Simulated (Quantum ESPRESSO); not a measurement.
Consider Nd (Im-3m).

```cif
data_structure
_symmetry_space_group_name_H-M 'P 1'
_symmetry_Int_Tables_number 1
_cell_length_a 3.5948
_cell_length_b 3.5948
_cell_length_c 3.5948
_cell_angle_alpha 109.471
_cell_angle_beta 109.471
_cell_angle_gamma 109.471
_cell_volume 35.76
loop_
_atom_site_label
_atom_site_type_symbol
_atom_site_fract_x
_atom_site_fract_y
_atom_site_fract_z
_atom_site_occupancy
Nd1 Nd 0.00000 0.00000 0.00000 1
```

Absorber: atom 1, with 8 Nd at 3.59 Å and 6 Nd at 4.15 Å (cube and octahedron, as in bcc, site symmetry m-3m). Method: Quantum ESPRESSO XSpectra, PBEsol, excited-electron core hole (neutral cell), 4-atom cell with 5.9 Å between holes, 6×6×6 k points, dipole transitions, Lorentzian half width 1.82 eV (not a setting of the program: the run's 0.4 eV curve was folded afterwards with a further Lorentzian), without spin-orbit coupling.

This is not the structure that Nd takes at ambient pressure and room temperature (hexagonal, No. 194); it is a model or a phase of other conditions.

Q: Where do the maxima of the Nd L₃ edge fall?

Main maxima up to 30 eV above the zero (height): 3.3 eV (1.66). At an L edge the dipole rule selects empty d (and weakly s) states on the absorber, and the strong line at the onset measures the empty part of its d band. 

The Nd L₃ spectrum (energy from the energy zero of the input (xe0, at the border of filled and empty states); intensity scaled to a mean of 1 over the first 20 eV; folded afterwards to Lorentzian half width 1.82 eV; the points at xe0, where the cut of filled states can leave a spike, are interpolated):

```
E (eV)  intensity
  -2.0       0.39
  -1.0       0.59
   0.0       0.89
   1.0       1.18
   2.0       1.43
   3.0       1.64
   4.0       1.58
   5.0       1.33
   6.0       1.12
   7.0       1.01
   8.0       0.96
   9.0       0.93
  10.0       0.91
  11.0       0.88
  12.0       0.84
  13.0       0.81
  14.0       0.77
  15.0       0.75
  16.0       0.75
  17.0       0.76
  18.0       0.76
  19.0       0.76
  20.0       0.75
  21.0       0.74
  22.0       0.76
  23.0       0.76
  24.0       0.73
  25.0       0.68
  26.0       0.65
  27.0       0.66
  28.0       0.70
  29.0       0.74
  30.0       0.77
  31.0       0.78
  32.0       0.76
```

Only the L₃ part is meant: spin–orbit coupling of the core level isn't computed and the L₂ copy isn't added. The run has no spin polarisation, although Nd can carry a moment. Lanthanide 4f electrons are frozen in the core. The holes are only 5.9 Å apart, so the shape is probably not converged with cell size; no larger cell was run here. Lifetime broadening is put in by hand, and intensities beyond about 20 eV depend on it and on the partial waves; weight that the partial waves miss at high energy is lost. The structure is a computed Materials Project entry and may be a hypothetical form.

[Banner, clock and machine lines of the logs are left out without a mark of their own.]

[Logs are printed without paths, hosts, clocks, repeated set-up lines and the standing remarks that a program may print on its own settings, such as how far it seeks lower states.]

[Hosts, paths, dates, database ids (printed as entryN), source tags and the programs' standing remarks are cut or masked in the printed files.]

[Lists of maxima count a maximum above −3 eV only where it reaches 4 % of the highest in the window and stands out from its surroundings by 2 % of it (1.5 % where it reaches 55 %); shoulders and weaker maxima are passed over, and of the rest the first, up to two pre-edge ones and the few strongest are named.]
